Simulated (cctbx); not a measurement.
# Diagnosing a refinement

Cell a = 4.2260 Å, b = 4.2260 Å, c = 33.9550 Å, α = 90.00°, β = 90.00°, γ = 90.00°; space group I4/mmm (no. 139).

The data are simulated with cctbx, not measured: Cu Kα, λ = 1.54184 Å, to d = 0.83 Å, 95 % of the full sphere, strongest reflection 70000 counts, noise from counting, a 2 % proportional error and a noise floor of 4 counts (s.d.); no absorption.

An anisotropic refinement with weights 1/σ² prints:

```text
Rint 0.018, 218 unique reflections to 0.83 A
cycle     R1     wR2    GooF  max shift (A)
   1  0.2002  0.4570  32.423   0.02258
   3  0.1202  0.2612  18.530   0.00024
final R1 0.1205 wR2 0.2612 GooF 18.528  parameters 20  data/parameter 10.9
atom        x        y        z      Ueq    occ   su(xyz)  su(Uiso or U11)
Tb1    0.00000  0.00000  0.00000   0.0220  1.000  0.00000  0.0024
Pr1    0.00000  0.00000  0.33177   0.0096  1.000  0.00009  0.0016
In1    0.50000  0.00000  0.41678   0.0178  1.000  0.00009  0.0020
Si1    0.00000  0.50000  0.25000  -0.0111  1.000  0.00000  0.0034  NPD
Si2    0.00000  0.00000  0.45718   0.0381  1.000  0.00073  0.0096
Mn1    0.50000  0.50000  0.29293   0.0986  1.000  0.00086  0.0137
Si3    0.00000  0.00000  0.12263   0.0226  1.000  0.00059  0.0070
difference map: max 12.64 min -4.04 rms 1.41
Q1    0.0000  0.0000  0.3332    4   12.64  0.05 A from Pr1
Q2    0.0000  0.0000  0.0000    2   12.54  0.00 A from Tb1
Q3    0.0000  0.5000  0.2500    4   11.96  0.00 A from Si1
Q4    0.0000  0.5000  0.0836    8   10.25  0.01 A from In1
Q5    0.0000  0.0000  0.2090    4    9.19  0.07 A from Mn1
Q6    0.0000  0.0000  0.1222    4    4.44  0.02 A from Si3
```

**Question.** Can this result stand? If not, what is the likely fault?

Mend it. The fault: elements exchanged: Mn1 is Si and Si1 is Mn. Against the right model at the same level, R1 goes from 0.0058 to 0.1205 and GooF from 0.99 to 18.53, U of Si1 shrinks from 0.0232 to -0.0111 Å², U of Mn1 swells from 0.0360 to 0.0986 Å², U of Pr1 shrinks from 0.0166 to 0.0096 Å², U of In1 shrinks from 0.0244 to 0.0178 Å², the top difference peak, 12.6 e/Å³, lies on Pr1 and Si1 goes non-positive-definite. Mn1 has 11 electrons too many and its U swells to shed them, as expected; Si1 has 11 electrons too few and its U shrinks to make up, as expected.

The compound is TbPr2Mn2In4Si6. The right model at the same level gives:

```text
Rint 0.018, 218 unique reflections to 0.83 A
cycle     R1     wR2    GooF  max shift (A)
   1  0.0263  0.0647   4.590   0.00411
   2  0.0058  0.0139   0.988   0.00000
final R1 0.0058 wR2 0.0139 GooF 0.988  parameters 20  data/parameter 10.9
atom        x        y        z      Ueq    occ   su(xyz)  su(Uiso or U11)
Tb1    0.00000  0.00000  0.00000   0.0286  1.000  0.00000  0.0001
Pr1    0.00000  0.00000  0.33180   0.0166  1.000  0.00000  0.0001
In1    0.50000  0.00000  0.41680   0.0244  1.000  0.00000  0.0001
Mn1    0.00000  0.50000  0.25000   0.0232  1.000  0.00000  0.0002
Si1    0.00000  0.00000  0.45709   0.0399  1.000  0.00004  0.0004
Si2    0.50000  0.50000  0.29223   0.0360  1.000  0.00003  0.0004
Si3    0.00000  0.00000  0.12274   0.0263  1.000  0.00003  0.0003
difference map: max 0.28 min -0.19 rms 0.05
Q1    0.0000  0.0000  0.0718    4    0.28  1.73 A from Si3
Q2    0.0000  0.0000  0.2352    4    0.25  0.93 A from Si2
Q3    0.1539  0.1539  0.0000    8    0.20  0.92 A from Tb1
Q4    0.0000  0.0000  0.3975    4    0.18  2.02 A from Si1
Q5    0.1108  0.1108  0.5000    8    0.17  1.60 A from Si1
Q6    0.0000  0.0000  0.3653    4    0.16  1.14 A from Pr1
```

The model is made up (kin elements in a known structure type, no relaxation), so it says nothing on whether the phase exists.

[Middle refinement cycles are left out of these outputs.]

[Logs are printed without paths, hosts, clocks, repeated set-up lines and the standing remarks that a program may print on its own settings, such as how far it seeks lower states.]
